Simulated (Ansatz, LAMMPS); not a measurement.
# Gap against volume in amorphous 59Ga2O3-41P2O5 (mol %) (64 atoms)

Density of this cell: 3.95 g/cm³. The cell holds 64 atoms: 13 Ga, 9 P and 42 O. Cell: a = 9.131 Å, b = 9.686 Å, c = 8.845 Å, α = 89.5°, β = 88.5°, γ = 86.7°. The starting structure: 64 atoms (13 Fe, 9 P, 42 O) placed at random at 3.33 g/cm³, melted at 5000 K for 10 ps at fixed volume with the Morse and Coulomb pair potential with partial charges (Pedone, Malavasi, Menziani, Cormack and Segre, J. Phys. Chem. B 110, 11780 (2006)). Quenched from 5000 K to 300 K at 100 K/ps and fixed volume, held 10 ps at zero pressure, then minimised at fixed cell. Then Fe was replaced by Ga and the cell scaled by 1.005 (the potential has no terms for the new elements, so the cell is a start for a DFT relaxation).

Calculated with Ansatz 0.2.0: Kohn-Sham DFT, PBE, PAW (set soft_1), plane waves; cutoff 420 eV, Γ point, fixed occupations. The relaxed cell was scaled evenly and the atoms were relaxed at each volume. The gap is that between the highest filled and the lowest empty Kohn-Sham level on the run's k-points.

| volume (Å³/atom) | gap (eV) |
| --- | --- |
| 10.978 | 3.252 |
| 11.466 | ? |
| 11.832 | 2.989 |
| 12.198 | 2.836 |
| 12.564 | 2.878 |
| 12.930 | 2.775 |

**Question.** Fit a straight line in ln V to the rows given and interpolate to the withheld row.

Worked fit:

A volume deformation potential makes the spacing linear in u = ln(V/V0), with V0 = 12.198 Å³ the relaxed volume; v is the spacing.

```
u = ln(V/V0)  v (eV)
   -0.105359  3.2521
  -0.0304589  2.9888
           0  2.8364
   0.0295587  2.8776
   0.0582694  2.7748
```

With n = 5: mean u = -0.00959802, mean v = 2.94594, Σ(u − ū)² = 0.015837, Σ(u − ū)(v − v̄) = -0.045555. Slope b = -0.045555 / 0.015837 = -2.8765; intercept a = v̄ − b ū = 2.9183.

At the withheld volume u = -0.06187, and v = a + b u.

Prediction at 11.466: 3.096 eV. The run gave 3.126 eV, so the fit is low by 0.030 eV (0.95 % of the value).

The rows follow a line only loosely (correlation 0.97 in size over all rows, under the 0.97 asked here), so the slope of -2.88 eV is a mean trend and no deformation potential. Among the rows given, the largest miss of the fit is at 12.198, by 0.082 eV (17 % of the range of the table).

Limits: The table spans 16 % in volume, wide for a linear law. Semilocal functionals tend to put gaps under measured ones. Only the Γ point is sampled. Atoms move by up to 1.4 Å in these relaxations, so the structure changes along the series. Defect or tail levels can set the spacing of a disordered cell.

[Logs are printed without paths, hosts, clocks, repeated set-up lines and the standing remarks that a program may print on its own settings, such as how far it seeks lower states.]

[Hosts, paths, dates, database ids (printed as entryN), source tags and the programs' standing remarks are cut or masked in the printed files.]
